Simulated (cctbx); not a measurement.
**BaMgMnCl7: precision against data quality**

Space group P2_1/c (no. 14), a = 7.2840 Å, b = 12.3860 Å, c = 11.8680 Å, α = 90.00°, β = 93.55°, γ = 90.00°.

| atom | mult. | x | y | z | Ueq (Å²) |
| --- | --- | --- | --- | --- | --- |
| Ba1 | 4 | 0.7165 | 0.1807 | 0.9970 | 0.0044 |
| Mn1 | 4 | 0.1958 | 0.1158 | 0.3122 | 0.0063 |
| Cl1 | 4 | 0.5212 | 0.7764 | 0.7605 | 0.0064 |
| Cl2 | 4 | 0.3682 | 0.5469 | 0.8695 | 0.0055 |
| Cl3 | 4 | 0.7355 | 0.6827 | 0.0062 | 0.0087 |
| Cl4 | 4 | 0.6192 | 0.5418 | 0.6180 | 0.0085 |
| Cl5 | 4 | 0.9688 | 0.7247 | 0.7551 | 0.0061 |
| Cl6 | 4 | 0.1254 | 0.9388 | 0.6266 | 0.0057 |
| Cl7 | 4 | 0.1176 | 0.0408 | 0.1309 | 0.0084 |
| Mg1 | 4 | 0.6900 | 0.6013 | 0.8071 | 0.0070 |

The model was made for the exercise: a known structure type with other elements put in, its volume estimated, not relaxed; displacement parameters are assumed.

Five simulated data sets (cctbx; Mo Kα, λ = 0.71073 Å; 1.5 % proportional error) differ in resolution or exposure (noise floor 8 counts in the first three, 8 in the last two). Each is refined with the right model, isotropic at 1.1 Å and anisotropic otherwise. How do the figures of merit and the uncertainties move?

| d min (Å) | top counts | ⟨I/σ⟩ (unmerged, absences included) | unique | param. (scale apart) | Rint | R1 | GooF | largest s.u. xyz (fractional) | s.u. U of Mg1 (Å²) | largest error (Å) |
| --- | --- | --- | --- | --- | --- | --- | --- | --- | --- | --- |
| 1.1 | 40000 | 20.7 | 778 | 40 | 0.017 | 0.0131 | 1.07 | 0.00018 | 0.0004 | 0.0033 |
| 0.84 | 40000 | 18.1 | 1762 | 90 | 0.020 | 0.0141 | 0.96 | 0.00012 | 0.0004 | 0.0012 |
| 0.6 | 40000 | 14.8 | 4832 | 90 | 0.026 | 0.0184 | 0.95 | 0.00008 | 0.0002 | 0.0011 |
| 0.75 | 300 | 0.7 | 2476 | 90 | 0.491 | 0.1679 | 0.95 | 0.00364 | 0.0132 | 0.0761 |
| 0.75 | 3000 | 4.3 | 2476 | 90 | 0.097 | 0.0532 | 0.95 | 0.00048 | 0.0016 | 0.0080 |

The number of reflections grows roughly as 1/d³: 778, 1762 and 4832 here. R1 follows the noise rather than the truth: at 300 counts it is 0.1679, at 3000 counts 0.0532, while GooF is 0.95 and 0.95: the weights 1/σ² carry the noise. The s.u. of U (U11 where anisotropic) for Mg1 goes 0.0004, 0.0004, 0.0002 Å² with resolution and 0.0132, 0.0016 Å² with exposure.

Hardware for the 0.6 Å refinement: 0.62 s on 1 thread of Arm Neoverse N1, with other jobs on the host, peak memory 0.1 GiB.
